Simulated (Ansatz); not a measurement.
# Cl on Ru(0001): change of the work function, part 2 of 3

Wanted: Δφ(θ) for Cl/Ru(0001), starting from the hcp site.

Ansatz 0.2.0; plane-wave DFT, PBE, Ansatz PAW (the session's first sound run).

So far, work function, upper face (eV): step 2 (the clean slab) 5.03; step 3 (37 atoms, coverage 0.111 ML, cell 3x3) 4.90.

## (4) Adsorbate added, k-mesh 7×7×1, coverage 0.25 ML

System of this step: Cl/Ru(0001). The cell holds 17 atoms: 16 Ru and 1 Cl. Cell: a = 5.400 Å, b = 5.400 Å, c = 26.463 Å, α = 90.0°, β = 90.0°, γ = 60.0°. Vacuum lies along c.

Another coverage, to see how the dipoles act on each other as their distance changes.

input.yaml reads:

```yaml
crystal:
  lattice:
    - [5.4, 0.0, 0.0]
    - [2.7, 4.6765371804, 0.0]
    - [0.0, 0.0, 26.4630599618]
  atoms:
    - { symbol: Ru, position: [0.3333333333, 0.3333333333, 0.340096724] }
    - { symbol: Ru, position: [0.0, 0.0, 0.4209037057] }
    - { symbol: Ru, position: [0.3333333333, 0.3333333333, 0.5024977493] }
    - { symbol: Ru, position: [0.0, 0.0, 0.5810816667] }
    - { symbol: Ru, position: [0.3333333333, 0.8333333333, 0.340096724] }
    - { symbol: Ru, position: [0.0, 0.5, 0.4209037057] }
    - { symbol: Ru, position: [0.3333333333, 0.8333333333, 0.5024977493] }
    - { symbol: Ru, position: [0.0, 0.5, 0.5810816667] }
    - { symbol: Ru, position: [0.8333333333, 0.3333333333, 0.340096724] }
    - { symbol: Ru, position: [0.5, 0.0, 0.4209037057] }
    - { symbol: Ru, position: [0.8333333333, 0.3333333333, 0.5024977493] }
    - { symbol: Ru, position: [0.5, 0.0, 0.5810816667] }
    - { symbol: Ru, position: [0.8333333333, 0.8333333333, 0.340096724] }
    - { symbol: Ru, position: [0.5, 0.5, 0.4209037057] }
    - { symbol: Ru, position: [0.8333333333, 0.8333333333, 0.5024977493] }
    - { symbol: Ru, position: [0.5, 0.5, 0.5810816667] }
    - { symbol: Cl, position: [0.3333333333, 0.3333333333, 0.659903276] }
kpoints:
  mp_grid: { grid: [7, 7, 1] }
hamiltonian:
  xc: pbe
scf:
  occupations: { method: fermi_dirac, width: 0.1 }
  convergence: { dr2_threshold: 1.0e-08 }
efield:
  axis: 3
  dipole_correction: true
  ramp_position: 0.97
  ramp_width: 0.06
relax:
  f_tol: 0.02
  max_steps: 60
  constraints: [{ sites: [0, 1, 4, 5, 8, 9, 12, 13] }]
output:
  bader: true
  dos: { projected: true, e_range: [-8, 4] }
  write_potential: true
  write_density: true
  volumetric_format: npy
  elf: true
```

The run is started by

```console
> ansatz run input.yaml --threads 4 --pin off --max-ram 12288MiB --backend cpu --events-out ev --progress --plain --runs-dir out
```

The job ended after 2.5 min (4 threads of Arm Neoverse V1, shared host; peak memory 2.6 GiB).

Step by step:

```
step  energy less that of the first step (eV)  largest force component (eV/Å)
   1                                   0.0000                          0.7961
   2                                  -0.0753                          0.2804
   3                                  -0.0815                          0.0281
   4                                  -0.0817                          0.0051
```

Forces are held to the 6 operations that the run works with; a distortion that breaks them can't arise in this run.

The atoms that moved most (Å):

```
atom      dx      dy      dz  length
Cl17   0.000   0.000  -0.115   0.115
 Ru4   0.000   0.000  -0.034   0.034
 Ru8   0.013  -0.008   0.015   0.021
Ru12   0.000   0.015   0.015   0.021
Ru16  -0.013  -0.008   0.015   0.021
 Ru7   0.005  -0.003   0.014   0.015
Ru15  -0.005  -0.003   0.014   0.015
Ru11   0.000   0.005   0.014   0.015
```

The relaxed structure:

```xyz
17
Lattice="5.4000 0.0000 0.0000 2.7000 4.6765 0.0000 0.0000 0.0000 26.4631" Properties=species:S:1:pos:R:3
Ru    2.7000    1.5588    9.0000
Ru    0.0000    0.0000   11.1384
Ru    2.7000    1.5588   13.2846
Ru    0.0000    0.0000   15.3429
Ru    4.0500    3.8971    9.0000
Ru    1.3500    2.3383   11.1384
Ru    4.0547    3.8944   13.3113
Ru    1.3632    2.3307   15.3921
Ru    5.4000    1.5588    9.0000
Ru    2.7000    0.0000   11.1384
Ru    5.4000    1.5642   13.3113
Ru    2.7000    0.0152   15.3921
Ru    6.7500    3.8971    9.0000
Ru    4.0500    2.3383   11.1384
Ru    6.7453    3.8944   13.3113
Ru    4.0368    2.3307   15.3921
Cl    2.7000    1.5588   17.3479
```

This step gave:

```yaml
energy_at_zero_smearing: -95132.2484 eV
work_function_upper_face: 4.811 eV
work_function_lower_face: 5.019 eV
dipole_along_the_normal: 0.02903 e·Å
step_between_the_vacuum_levels: -0.2080 eV
```

The density of states has structure finer than the step of the table below, so its rows give means over 0.25 eV, whole bins alone (the curve runs from -8 to 1.98 eV). Peaks (eV: height): -4.570: 38.9, -3.010: 39.2, -2.710: 39.8, -2.260: 47.8, -2.140: 42.6, -1.590: 37.0, -1.530: 41.2.

Density of states against energy, zero at the Fermi level; means over each step:

```
energy (eV)  density of states (states/eV a cell)
      -7.75                                     0
      -7.50                                 0.507
      -7.25                                 0.853
      -7.00                                  1.00
      -6.75                                  1.33
      -6.50                                  3.18
      -6.25                                  5.39
      -6.00                                  12.3
      -5.75                                  19.4
      -5.50                                  22.7
      -5.25                                  27.5
      -5.00                                  20.1
      -4.75                                  18.9
      -4.50                                  23.3
      -4.25                                  25.1
      -4.00                                  18.8
      -3.75                                  14.8
      -3.50                                  18.1
      -3.25                                  12.0
      -3.00                                  21.4
      -2.75                                  29.1
      -2.50                                  21.9
      -2.25                                  28.4
      -2.00                                  32.2
      -1.75                                  25.5
      -1.50                                  28.1
      -1.25                                  21.3
      -1.00                                  17.9
      -0.75                                  11.0
      -0.50                                  19.9
      -0.25                                  16.6
       0.00                                  19.8
       0.25                                  17.6
       0.50                                  15.6
       0.75                                  23.5
       1.00                                  30.8
       1.25                                  26.6
       1.50                                  27.8
       1.75                                  11.8
```

Projected DOS per atom over height of the atomic layer and energy from the Fermi level. Layers: Ru4 Ru4 Ru4 Ru4 Cl from below.

Ten even steps from '_' (0.00 states/eV) to '@' (2.39 states/eV), each cell a mean:
```
--------__
++%%%%++..
##****##..
++==--==__
**----++__
**----++__
++::::==__
%%**++##..
@@**++%%..
##++**##..
****##**..
======--..
======--..
++****==++
++++====--
--****==%%
::**##==@@
__--++::**
______..++
__________
__________
__________
```
Columns: height of the atomic layer (Å) from 9 to 17.3; rows upwards: energy from the Fermi level (eV) from -7.96 to 1.95.

ELF in the ca plane at fractional y = 0.333, with atoms of Ru and Cl within 0.2 Å of it. It is the smooth field of the valence electrons, not physical close to the nuclei.

Values, 8 rows by 16 columns, each cell a mean:
```
0.57 0.42 0.27 0.28 0.46 0.51 0.27 0.29 0.20 0.03 0.00 0.00 0.00 0.00 0.00 0.00
0.54 0.45 0.28 0.28 0.49 0.51 0.28 0.33 0.23 0.02 0.00 0.00 0.00 0.00 0.00 0.00
0.38 0.30 0.29 0.28 0.32 0.34 0.28 0.32 0.15 0.11 0.04 0.00 0.00 0.00 0.00 0.00
0.30 0.27 0.33 0.29 0.29 0.28 0.30 0.35 0.39 0.67 0.31 0.03 0.00 0.00 0.00 0.00
0.56 0.42 0.27 0.28 0.46 0.49 0.27 0.23 0.68 0.80 0.58 0.06 0.00 0.00 0.00 0.00
0.54 0.45 0.28 0.28 0.49 0.51 0.27 0.24 0.66 0.71 0.63 0.07 0.00 0.00 0.00 0.00
0.38 0.30 0.29 0.28 0.33 0.34 0.28 0.29 0.54 0.81 0.43 0.04 0.00 0.00 0.00 0.00
0.29 0.26 0.33 0.29 0.28 0.28 0.30 0.36 0.18 0.29 0.11 0.01 0.00 0.00 0.00 0.00
```
Columns run along c (16.0 Å, from fractional 0.32 to 0.92 of the cell), rows up along a (5.4 Å). Atoms in or near the plane, at fractional coordinates: Ru at (0.34, 0.33), Ru at (0.50, 0.33), Ru at (0.34, 0.83), Ru at (0.50, 0.83), Cl at (0.66, 0.33).

Electrostatic potential energy in the ca plane at fractional y = 0.333, with atoms of Ru and Cl within 0.2 Å of it. With pseudopotentials it is smooth inside the atoms' cores, unlike the true potential.

Values in eV, 8 rows by 16 columns, each cell a mean:
```
-57 -23   2   3 -36 -47   2   3   8   9  10  10  10  10  10  10
-72 -33   4   4 -48 -61   2   5   8   9  10  10  10  10  10  10
-16  -3  -7  -3  -8 -12  -2  -7   7   9  10  10  10  10  10  10
 -2   2 -12  -7   0  -1  -5 -15   3   5   9  10  10  10  10  10
-56 -23   2   2 -37 -45   2   1 -16 -27   7  10  10  10  10  10
-72 -33   4   4 -50 -59   2   3 -24 -37   7  10  10  10  10  10
-16  -3  -7  -3  -9 -11  -2  -9  -1  -3   9  10  10  10  10  10
 -1   2 -12  -7   1   0  -5 -14   6   9   9  10  10  10  10  10
```
Columns run along c (16.0 Å, from fractional 0.32 to 0.92 of the cell; values clipped at the 3rd and 97th percentile), rows up along a (5.4 Å). Atoms in or near the plane, at fractional coordinates: Ru at (0.34, 0.33), Ru at (0.50, 0.33), Ru at (0.34, 0.83), Ru at (0.50, 0.83), Cl at (0.66, 0.33).

Valence density in the ca plane at fractional y = 0.333, with atoms of Ru and Cl within 0.2 Å of it. It is the smooth field of the valence electrons, not physical close to the nuclei.

Ten steps, logarithmic in the rise over the least value, from '0' (0.00 × 1e0 e/Å³) to '9' (9.14 × 1e0 e/Å³), each cell a mean:
```
68864334433468864334332100000000000000000000
89985333333589985333321100000000000000000000
89985333333589985333321100000000000000000000
68874333333478874334331100000000000000000000
45543345543345543345532100000000000000000000
33333356643333333456642221100000000000000000
35543345543345443355543344320000000000000000
68864334433478864334434566531000000000000000
89985333333589985333334655642000000000000000
89985333333689985333334654642000000000000000
78874333333478864334334566531000000000000000
45543345543345543345543344321000000000000000
33333356643333333456642222100000000000000000
34443345543344443355542110000000000000000000
```
Columns run along c (16.0 Å, from fractional 0.32 to 0.92 of the cell), rows up along a (5.4 Å). Atoms in or near the plane, at fractional coordinates: Ru at (0.34, 0.33), Ru at (0.50, 0.33), Ru at (0.34, 0.83), Ru at (0.50, 0.83), Cl at (0.66, 0.33).

The relaxation took 4 steps and lowered the energy by 0.082 eV; the largest force on the free atoms ends at 0.0051 eV/Å.

By hand: a sheet of dipoles makes a step −p/(ε₀A) in the electron's potential. With e/ε₀ = 180.95 V·Å, p = 0.02903 e·Å and A = 25.25 Å², that is −180.95 × (0.02903) / 25.25 = -0.208 eV, and the two vacuum levels of the run differ by -0.208 eV.

The covered face has 4.81 eV, -0.22 eV against the clean one; the bare back face has moved by -0.04 eV, a measure of how thin the slab is.

## (5) The covered slab, k-mesh 7×7×1, coverage 0.5 ML

System of this step: Cl/Ru(0001). The cell holds 18 atoms: 16 Ru and 2 Cl. Cell: a = 5.400 Å, b = 5.400 Å, c = 26.463 Å, α = 90.0°, β = 90.0°, γ = 60.0°. Vacuum lies along c.

Edit input.yaml of step 4 so:

```diff
@@ -23,2 +23,3 @@
     - { symbol: Cl, position: [0.3333333333, 0.3333333333, 0.659903276] }
+    - { symbol: Cl, position: [0.8333333333, 0.3333333333, 0.659903276] }
 kpoints:
@@ -45,2 +46 @@
   volumetric_format: npy
-  elf: true
```

Elapsed: 5.5 min, on 4 threads; peak memory 3.2 GiB.

This run has no spin polarisation, although Ru can carry a moment.

Step by step:

```
step  energy less that of the first step (eV)  largest force component (eV/Å)
   1                                   0.0000                          0.7113
   2                                  -0.1416                          0.2702
   3                                  -0.1583                          0.0920
   4                                  -0.1596                          0.0554
   5                                  -0.1602                          0.0151
```

The run keeps the 4 symmetry operations that it works with, so distortions that break them were not tested.

The atoms that moved most (Å):

```
atom     dx      dy      dz  length
Cl18  0.000  -0.174  -0.105   0.204
Cl17  0.000  -0.174  -0.105   0.204
 Ru8  0.000   0.013   0.032   0.034
Ru16  0.000   0.013   0.032   0.034
 Ru4  0.000   0.014  -0.018   0.022
Ru12  0.000   0.014  -0.018   0.022
 Ru3  0.000   0.015  -0.005   0.016
Ru11  0.000   0.015  -0.005   0.016
```

The relaxed structure:

```
Ru Cl
1.0
     5.40000    0.00000    0.00000
     2.70000    4.67654    0.00000
     0.00000    0.00000   26.46306
Ru Cl
16 2
Direct
  0.33333 0.33333 0.34010
  0.00000 0.00000 0.42090
  0.33172 0.33656 0.50230
  0.99855 0.00291 0.58042
  0.33333 0.83333 0.34010
  0.00000 0.50000 0.42090
  0.33395 0.83209 0.50272
  0.99859 0.50283 0.58227
  0.83333 0.33333 0.34010
  0.50000 0.00000 0.42090
  0.83172 0.33656 0.50230
  0.49855 0.00291 0.58042
  0.83333 0.83333 0.34010
  0.50000 0.50000 0.42090
  0.83395 0.83209 0.50272
  0.49859 0.50283 0.58227
  0.35199 0.29602 0.65592
  0.85199 0.29602 0.65592
```

The relaxation took 5 steps and lowered the energy by 0.16 eV; the largest force on the free atoms ends at 0.015 eV/Å.

The covered face has 4.89 eV, -0.14 eV against the clean one; the bare back face has moved by -0.04 eV, a measure of how thin the slab is.

## (6) The covered slab, k-mesh 13×13×1, coverage 1 ML

System of this step: Cl/Ru(0001). The cell holds 5 atoms: 4 Ru and 1 Cl. Cell: a = 2.700 Å, b = 2.700 Å, c = 26.463 Å, α = 90.0°, β = 90.0°, γ = 60.0°. Vacuum lies along c.

input.yaml, the sections that differ from step 5:

```yaml
crystal:
  lattice:
    - [2.7, 0.0, 0.0]
    - [1.35, 2.3382685902, 0.0]
    - [0.0, 0.0, 26.4630599618]
  atoms:
    - { symbol: Ru, position: [0.6666666667, 0.6666666667, 0.340096724] }
    - { symbol: Ru, position: [0.0, 0.0, 0.4209037057] }
    - { symbol: Ru, position: [0.6666666667, 0.6666666667, 0.5024977493] }
    - { symbol: Ru, position: [0.0, 0.0, 0.5810816667] }
    - { symbol: Cl, position: [0.6666666667, 0.6666666667, 0.659903276] }
kpoints:
  mp_grid: { grid: [13, 13, 1] }
relax:
  f_tol: 0.02
  max_steps: 60
  constraints: [{ sites: [0, 1] }]
output:
  bader: true
  write_potential: true
  write_density: true
  volumetric_format: npy
# hamiltonian, scf, efield: as in step 5
```

It took 21 s on 4 threads; peak memory 0.5 GiB; 82 s of CPU time.

The steps of the relaxation:

```
step  energy less that of the first step (eV)  largest force component (eV/Å)
   1                                   0.0000                          0.4289
   2                                  -0.0074                          0.1467
   3                                  -0.0047                          0.2508
   4                                  -0.0101                          0.0084
```

Relaxation step 3 was tried and not accepted.

The run keeps the 6 symmetry operations that it works with, so distortions that break them were not tested.

The atoms that moved most (Å):

```
atom     dx     dy      dz  length
 Cl5  0.000  0.000  -0.032   0.032
 Ru4  0.000  0.000   0.024   0.024
 Ru3  0.000  0.000  -0.015   0.015
```

The relaxation took 4 steps and lowered the energy by 0.010 eV; the largest force on the free atoms ends at 0.0084 eV/Å.

The covered face has 4.80 eV, -0.23 eV against the clean one; the bare back face has moved by -0.03 eV, a measure of how thin the slab is.

## (7) Work function against coverage

This step: plane-wave DFT, PBE, Ansatz PAW; work function against coverage (Ansatz 0.2.0).

The runs are now put side by side.

Numbers from this step:

| Quantity | Value |
| --- | --- |
| work function of the clean face | 5.030 eV |
| largest change of the work function | -0.2270 eV |

Table of work function of the covered face by coverage:

```
coverage (adsorbates/nm²)  work function of the covered face (eV)
                     0.00                                    5.03
                     1.76                                    4.90
                     3.96                                    4.81
                     7.92                                    4.89
                    15.84                                    4.80
```

The dipole per adsorbate comes from the change of the cell's dipole. Coverage, by row:

```
coverage (1/nm²)  coverage (ML)  work function (eV)  change (eV)  dipole per adsorbate, positive end outwards (debye)  mean height of the added atoms over the highest substrate atom (Å)
            1.76         0.1111               4.905      -0.1247                                                0.193                                                               1.909
            3.96           0.25               4.811      -0.2186                                                0.118                                                               1.956
            7.92            0.5               4.888      -0.1412                                                0.034                                                               1.949
           15.84              1               4.803       -0.227                                                0.033                                                                2.03
```

## (8) The slab at 0.25 ML, atoms frozen

This step: plane-wave DFT, PBE, Ansatz PAW (Ansatz 0.2.0).

System of this step: Cl/Ru(0001). The cell holds 17 atoms: 16 Ru and 1 Cl. Cell: a = 5.400 Å, b = 5.400 Å, c = 26.463 Å, α = 90.0°, β = 90.0°, γ = 60.0°. Vacuum lies along c.

To see where the charge goes, the covered slab, the bare substrate and the adsorbate layer are each run at the same frozen positions and on the same grid.

input.yaml reads:

```yaml
crystal:
  lattice:
    - [5.4, 0.0, 0.0]
    - [2.7, 4.6765371804, 0.0]
    - [0.0, 0.0, 26.4630599618]
  atoms:
    - { symbol: Ru, position: [0.3333333333, 0.3333333333, 0.340096724] }
    - { symbol: Ru, position: [0.0, 0.0, 0.4209037057] }
    - { symbol: Ru, position: [0.3333333333, 0.3333333333, 0.5020069696] }
    - { symbol: Ru, position: [0.0, 0.0, 0.5797862765] }
    - { symbol: Ru, position: [0.3333333333, 0.8333333333, 0.340096724] }
    - { symbol: Ru, position: [0.0, 0.5, 0.4209037057] }
    - { symbol: Ru, position: [0.3344875125, 0.8327562438, 0.5030128841] }
    - { symbol: Ru, position: [0.0032550578, 0.4983724711, 0.5816450687] }
    - { symbol: Ru, position: [0.8333333333, 0.3333333333, 0.340096724] }
    - { symbol: Ru, position: [0.5, 0.0, 0.4209037057] }
    - { symbol: Ru, position: [0.8327562438, 0.3344875125, 0.5030128841] }
    - { symbol: Ru, position: [0.4983724711, 0.0032550578, 0.5816450687] }
    - { symbol: Ru, position: [0.8333333333, 0.8333333333, 0.340096724] }
    - { symbol: Ru, position: [0.5, 0.5, 0.4209037057] }
    - { symbol: Ru, position: [0.8327562438, 0.8327562438, 0.5030128841] }
    - { symbol: Ru, position: [0.4983724711, 0.4983724711, 0.5816450687] }
    - { symbol: Cl, position: [0.3333333333, 0.3333333333, 0.6555527286] }
kpoints:
  mp_grid: { grid: [7, 7, 1] }
hamiltonian:
  xc: pbe
scf:
  occupations: { method: fermi_dirac, width: 0.1 }
  convergence: { dr2_threshold: 1.0e-08 }
efield:
  axis: 3
  dipole_correction: true
  ramp_position: 0.97
  ramp_width: 0.06
output:
  write_potential: true
  write_density: true
  volumetric_format: npy
```

Run time: 41 s. Hardware: 4 threads; peak memory 2.4 GiB; 2.6 min of CPU time.

Numbers from this step:

```
energy at zero smearing        : -95132.2484 eV
work function, upper face      : 4.811 eV
work function, lower face      : 5.019 eV
dipole along the normal        : 0.02894 e·Å
step between the vacuum levels : -0.2074 eV
```

The work function of the upper face is 4.81 eV.

## (9) The substrate of the 0.25 ML cell alone

System of this step: Cl/Ru(0001), substrate alone, atoms held. The cell holds 16 atoms: 16 Ru. Its edges and angles: a = 5.400 Å, b = 5.400 Å, c = 26.463 Å, α = 90.0°, β = 90.0°, γ = 60.0°. Vacuum lies along c.

The second part, atoms unmoved.

Edit input.yaml of step 8 so:

```diff
@@ -22,3 +22,2 @@
     - { symbol: Ru, position: [0.4983724711, 0.4983724711, 0.5816450687] }
-    - { symbol: Cl, position: [0.3333333333, 0.3333333333, 0.6555527286] }
 kpoints:
```

Elapsed: 39 s, on 4 threads; peak memory 2.3 GiB; 2.4 min of CPU time.

Numbers from this step:

```
energy at zero smearing        : -94050.5517 eV
work function, upper face      : 5.033 eV
work function, lower face      : 5.072 eV
dipole along the normal        : 0.005451 e·Å
step between the vacuum levels : -0.03903 eV
```

The work function of the upper face is 5.03 eV.

(Continued in part 3 of 3.)

[Logs are printed without paths, hosts, clocks, repeated set-up lines and the standing remarks that a program may print on its own settings, such as how far it seeks lower states.]

[Hosts, paths, dates, database ids (printed as entryN), source tags and the programs' standing remarks are cut or masked in the printed files.]

[Maps of the electrostatic potential energy from Ansatz leave out the sawtooth potential of an applied field or a dipole correction, so their vacuum need not be flat; planar profiles and work functions include it.]

[The density of states shown here was stored with 400 of the rows of the run's finer table, so its peaks can read low, often by over a quarter, or be missed, and its means over a window can be off by a tenth or more.]
